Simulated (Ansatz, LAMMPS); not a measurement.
# Liquid mixture of pyrrole and H2O at 300 K (194 atoms): a short ab initio trajectory

Wanted: a short trajectory of liquid mixture of pyrrole and H2O at 300 K (194 atoms) with its pair distributions.

Main program and level: Ansatz 0.2.0; Kohn-Sham DFT, PBE+D4, PAW (set soft_2), plane waves.

**1. The starting structure**

The cell holds 194 atoms: 20 C, 5 N, 121 H and 48 O. Its edges and angles: a = 12.622 Å, b = 12.622 Å, c = 12.622 Å, α = 90.0°, β = 90.0°, γ = 90.0°. 5 pyrrole, 48 H2O placed at random, at 0.991 g/cm³; overlaps pushed apart, then 10 ps at 450 K with MMFF94 bonds, angles, torsions, charges and radii (Halgren, J. Comput. Chem. 17, 490 (1996)) in harmonic and 12-6 forms; SPC/E water (Berendsen, Grigera and Straatsma, J. Phys. Chem. 91, 6269 (1987)). Snapshot after 20 ps at 300 K and fixed volume.

Before any run, some limits are plain. The network of contacts between molecules at the start is that of the classical potential that made the cell. The density was typed from a rule of thumb and may lie off the real one at this temperature. Only the Γ point is sampled, in a cell whose shortest periodic width is 13 Å.

**2. Single point at the start**

A single point comes first, to see the forces before anything moves.

Input file input.yaml:

```yaml
crystal:
  lattice:
    - [12.62234, 0.0, 0.0]
    - [0.0, 12.62234, 0.0]
    - [0.0, 0.0, 12.62234]
  atoms:
    - { symbol: C, position: [0.2473, 0.14213, 0.24994] }
    - { symbol: C, position: [0.26365, 0.21132, 0.16099] }
    - { symbol: C, position: [0.20485, 0.1699, 0.0777] }
    - { symbol: "N", position: [0.15482, 0.07784, 0.1138] }
    [... 184 atom lines left out ...]
    - { symbol: O, position: [0.27145, 0.61211, 0.67123] }
    - { symbol: H, position: [0.33846, 0.58191, 0.64166] }
    - { symbol: H, position: [0.20937, 0.57328, 0.64099] }
    - { symbol: O, position: [0.40285, 0.07324, 0.62245] }
    - { symbol: H, position: [0.40786, 0.13923, 0.666] }
    - { symbol: H, position: [0.38121, 0.01266, 0.6687] }
kpoints:
  mp_grid: { grid: [1, 1, 1] }
hamiltonian:
  xc: pbe
  dispersion: d4
scf:
  occupations: { method: gaussian, width: 0.025 }
output:
  forces: true
  stress: true
```

Run with:

```sh
$ ansatz run input.yaml --threads 4 --pin off --max-ram 8192MiB --backend cpu --events-out ev --progress --plain --runs-dir out
```

Wall time 20 s (4 threads of Arm Neoverse V2, shared host); peak memory 2.7 GiB; 78 s of CPU time.

Read from the output:

```
free energy            : -36119.6233 eV
free energy per atom   : -186.1836 eV/atom
SCF cycles             : 10
pressure               : -1.108 GPa
r.m.s. force component : 0.6525 eV/Å
longest force          : 3.747 eV/Å
Fermi energy           : 0.8362 eV
```

The r.m.s. force component of 0.65 eV/Å and the pressure of -1.1 GPa set the starting point.

Length of the force by element:

```csv
element,coordination,atoms,mean length of the force (eV/Å),spread,least,most
C,all,20,1.70,0.859,0.450,3.75
H,all,121,0.965,0.373,0.155,2.82
N,all,5,1.97,0.509,1.36,2.70
O,all,48,0.662,0.285,0.165,1.47
```

**3. Dynamics started at 300 K**

Without a thermostat the total energy must stay constant, which tests forces and time step. The time step is 0.5 fs, short enough for the stretching of bonds to hydrogen.

input.yaml, as its differences from that of step 2:

```diff
@@ -17 +17,8 @@
   stress: true
+md:
+  timestep: 0.5
+  n_steps: 190
+  ensemble: nve
+  temperature: 300
+  initial_velocities: maxwell_boltzmann
+  seed: 3389
```

Run time: 43 min. Hardware: 4 threads; peak memory 2.9 GiB.

The walk was cut short by its limit. What follows describes the steps that were made.

The trajectory, sampled:

```csv
time (fs),T (K),potential (meV/atom),conserved (meV/atom)
0.0,300,0.0,0.00
6.0,314,-1.8,0.05
12.0,317,-2.1,0.06
18.0,335,-4.5,0.02
24.0,340,-5.1,0.02
30.0,315,-1.9,0.05
36.0,381,-10.4,0.00
42.0,349,-6.3,0.03
48.5,352,-6.7,0.04
54.5,349,-6.2,0.02
60.5,350,-6.4,0.03
66.5,396,-12.3,0.02
72.5,386,-11.0,0.02
78.5,376,-9.8,0.03
84.5,374,-9.5,0.02
90.5,362,-7.9,0.03
```

Mean square displacement from the first frame to the last: C 0.11 Å², N 0.12 Å², H 0.39 Å², O 0.31 Å².

The mean square displacement by time lag:

```csv
time lag (fs),C (Å²),H (Å²),N (Å²),O (Å²)
0.5,1.7e-5,2.1e-4,1.7e-5,1.7e-5
2.0,2.7e-4,0.00323,2.7e-4,2.6e-4
4.0,0.00104,0.0116,0.00104,0.00103
6.0,0.00220,0.0227,0.00221,0.00225
8.0,0.00361,0.0354,0.00365,0.00391
9.5,0.00477,0.0462,0.00482,0.00543
11.5,0.00637,0.0623,0.00640,0.00783
13.5,0.00794,0.0791,0.00790,0.0106
15.5,0.00939,0.0949,0.00923,0.0138
17.0,0.0104,0.106,0.0101,0.0164
19.0,0.0116,0.120,0.0112,0.0202
21.0,0.0128,0.134,0.0122,0.0245
23.0,0.0141,0.149,0.0133,0.0291
24.5,0.0151,0.159,0.0141,0.0328
26.5,0.0165,0.171,0.0155,0.0380
28.5,0.0180,0.180,0.0171,0.0434
30.5,0.0196,0.189,0.0189,0.0492
32.0,0.0209,0.194,0.0204,0.0536
34.0,0.0227,0.201,0.0225,0.0598
36.0,0.0246,0.206,0.0247,0.0661
38.0,0.0266,0.210,0.0269,0.0728
39.5,0.0281,0.213,0.0286,0.0779
41.5,0.0302,0.218,0.0308,0.0850
43.5,0.0324,0.223,0.0330,0.0924
45.5,0.0348,0.229,0.0353,0.100
```

The drift taken off is the plain mean over atoms, not the centre of mass, so with hydrogen in the cell the heavy atoms' values at short lags are too large.

Over the second half of 90 fs the temperature averages 368 K with swings of 17 K r.m.s. The conserved energy stays within 0.08 meV/atom. From first frame to last H has the largest mean square displacement, 0.39 Å² at the end; the farthest move is 1.29 Å. The mean temperature of 368 K lies well off the 300 K of the input: without a thermostat, the energy that the start releases heats the cell. The run spans 0.09 ps, too short for its means to be equilibrium values.

**4. Local order late in the run**

The g(r) is a mean over the second half; what follows it is taken at the last frame.

Bonds before and after, by the cutoffs listed below:

```csv
pair,bonds before,bonds after,mean before (Å),mean after (Å),spread before (Å),spread after (Å)
H-O,96,96,1.000,0.992,0.000,0.026
H-C,20,20,1.084,1.085,0.026,0.030
H-N,5,5,1.018,1.012,0.013,0.014
C-C,15,15,1.383,1.387,0.023,0.031
C-N,10,10,1.356,1.362,0.022,0.029
```

Density 0.991 g/cm³, 10.37 Å³ an atom.

Mean of 14 frames. Pair distribution functions g(r), in bins of 0.2 Å:

```csv
r (Å),total,H-H,H-O,H-C,H-N,O-O,O-C
0.90,3.02,0.00,9.70,0.00,1.09,0.00,0.00
1.10,2.09,0.00,3.88,5.60,5.30,0.00,0.00
1.30,0.38,0.02,0.00,0.00,0.00,0.00,0.00
1.50,0.86,1.56,0.21,0.00,0.00,0.00,0.00
1.70,0.63,0.59,1.30,0.00,0.00,0.00,0.00
1.90,0.44,0.26,1.08,0.01,0.00,0.00,0.00
2.10,0.73,0.77,0.50,1.29,2.54,0.00,0.00
2.30,0.97,1.24,0.19,1.78,0.66,0.00,0.00
2.50,0.69,1.37,0.19,0.41,0.20,0.69,0.00
2.70,0.80,1.04,0.44,0.41,0.24,3.18,0.00
2.90,0.81,0.78,0.99,0.32,0.53,2.17,0.03
3.10,0.99,0.83,1.52,0.66,0.55,1.06,0.35
3.30,1.25,0.91,1.72,1.56,1.92,0.81,0.86
3.50,1.08,1.04,1.29,0.80,0.85,0.95,1.25
3.70,1.03,1.08,1.12,0.79,0.83,1.04,0.89
3.90,1.06,1.19,1.01,0.86,1.26,1.15,0.81
4.10,1.07,1.15,0.98,1.01,1.21,1.10,1.08
4.30,1.00,1.10,0.94,0.96,0.70,1.17,0.85
4.50,1.02,0.99,1.02,0.99,0.66,1.27,1.18
4.70,0.96,0.92,0.98,1.10,0.66,1.09,0.83
4.90,1.01,0.99,1.02,1.06,0.88,1.10,0.98
5.10,0.96,0.95,0.94,0.87,1.06,1.06,1.18
5.30,0.99,0.96,1.02,1.04,0.98,0.91,1.00
5.50,0.95,0.95,0.93,1.06,1.06,0.90,0.74
5.70,0.93,0.91,0.95,0.91,0.98,0.86,1.06
5.90,1.03,1.03,1.04,0.95,1.15,0.76,1.11
6.10,1.00,1.04,0.96,1.02,1.23,0.86,1.10
```

Bonds by pair of elements; cutoffs follow the first minimum of g(r), held within bounds set by covalent radii, and pairs that aren't listed don't count as bonded:

```csv
pair A-B,cutoff (Å),bonds,mean length (Å),spread (Å),shortest (Å),B about A,A about B
H-O,1.21,96,0.992,0.026,0.933,0.793,2
H-C,1.34,20,1.08,0.03,1.04,0.165,1
H-N,1.27,5,1.01,0.014,0.984,0.041,1
C-C,1.85,15,1.39,0.031,1.35,1.5,1.5
C-N,1.79,10,1.36,0.029,1.30,0.5,2
```

How many atoms have how many bonded neighbours:

```csv
element,mean,1,2,3
C,3,0,0,20
H,1,121,0,0
N,3,0,0,5
O,2,0,48,0
```

Bond angles, per cent of each kind in bins of 5°:

```csv
angle (°),H-O-H,C-C-H,C-N-H,H-C-N,C-C-N
85–90,2.1,0.0,0.0,0.0,0.0
90–95,14.6,0.0,0.0,0.0,0.0
95–100,27.1,0.0,0.0,0.0,0.0
100–105,27.1,0.0,0.0,0.0,20.0
105–110,20.8,0.0,0.0,0.0,70.0
110–115,6.2,0.0,0.0,10.0,10.0
115–120,2.1,10.0,0.0,80.0,0.0
120–125,0.0,16.7,50.0,10.0,0.0
125–130,0.0,30.0,40.0,0.0,0.0
130–135,0.0,36.7,10.0,0.0,0.0
135–140,0.0,6.7,0.0,0.0,0.0
```

Bond angles (no mean is given where the spread exceeds 20°):

```csv
angle,count,mean (°),spread (°)
H-O-H,48,102,6
C-C-H,30,128,5.1
C-N-H,10,125,3.7
H-C-N,10,118,1.9
C-C-N,10,107,1.8
```

Hydrogen bonds between water molecules (O–O under 3.5 Å, H–O···O angle under 30°):

```csv
hydrogen bonds to other water,molecules
0,0
1,2
2,5
3,22
4,19
```

Rings of the network by King's shortest-path rule, up to 12 atoms, one path for each pair of neighbours; H, halogens, alkali and alkaline-earth atoms are left out, and the last column divides by all other atoms, bonded or not:

```csv
ring size (atoms),rings,per network atom
5,5,0.068
```

With the cutoffs above, all C atoms have 3, all H atoms have 1, all N atoms have 3 and all O atoms have 2 bonded neighbours. The H-O-H angle averages 102° with a spread of 6°. The 48 water molecules hold 3.21 hydrogen bonds each to other water on average, with a mean O–O distance of 2.85 Å. All rings counted have 5 atoms.

**5. Outcome**

```yaml
mean_temperature_second_half: 367.7 K
temperature_swing_second_half: 16.56 K
mean_pressure_second_half: 0.3368 GPa
slope_of_the_conserved_energy_against_time_by_least_squares: 0.0313 meV/atom/ps
wall_time_of_the_2_dft_runs: 43 min
```

Over the second half of 90 fs the temperature averages 368 K with swings of 17 K r.m.s. The conserved energy stays within 0.08 meV/atom. The mean temperature of 368 K lies well off the 300 K of the input: without a thermostat, the energy that the start releases heats the cell. The run spans 0.09 ps, too short for its means to be equilibrium values. With the cutoffs above, all C atoms have 3, all H atoms have 1, all N atoms have 3 and all O atoms have 2 bonded neighbours. The 48 water molecules hold 3.21 hydrogen bonds each to other water on average, with a mean O–O distance of 2.85 Å.

What to keep in mind: The force components of 0.65 eV/Å r.m.s. hold both thermal displacement and the mismatch between the potential that made the cell and DFT, above all in bond lengths inside molecules. The network of contacts between molecules at the start is that of the classical potential that made the cell; DFT moved the atoms only locally, and no bond changed. The pressure of a single frame lacks the kinetic term.

[Logs are printed without paths, hosts, clocks, repeated set-up lines and the standing remarks that a program may print on its own settings, such as how far it seeks lower states.]

[Hosts, paths, dates, database ids (printed as entryN), source tags and the programs' standing remarks are cut or masked in the printed files.]

[The MMFF94 radii named for the starting cell were scaled by 0.96; in molecules described by MMFF94, hydrogen bound to N, O or S took a small fixed 12-6 site in their place.]
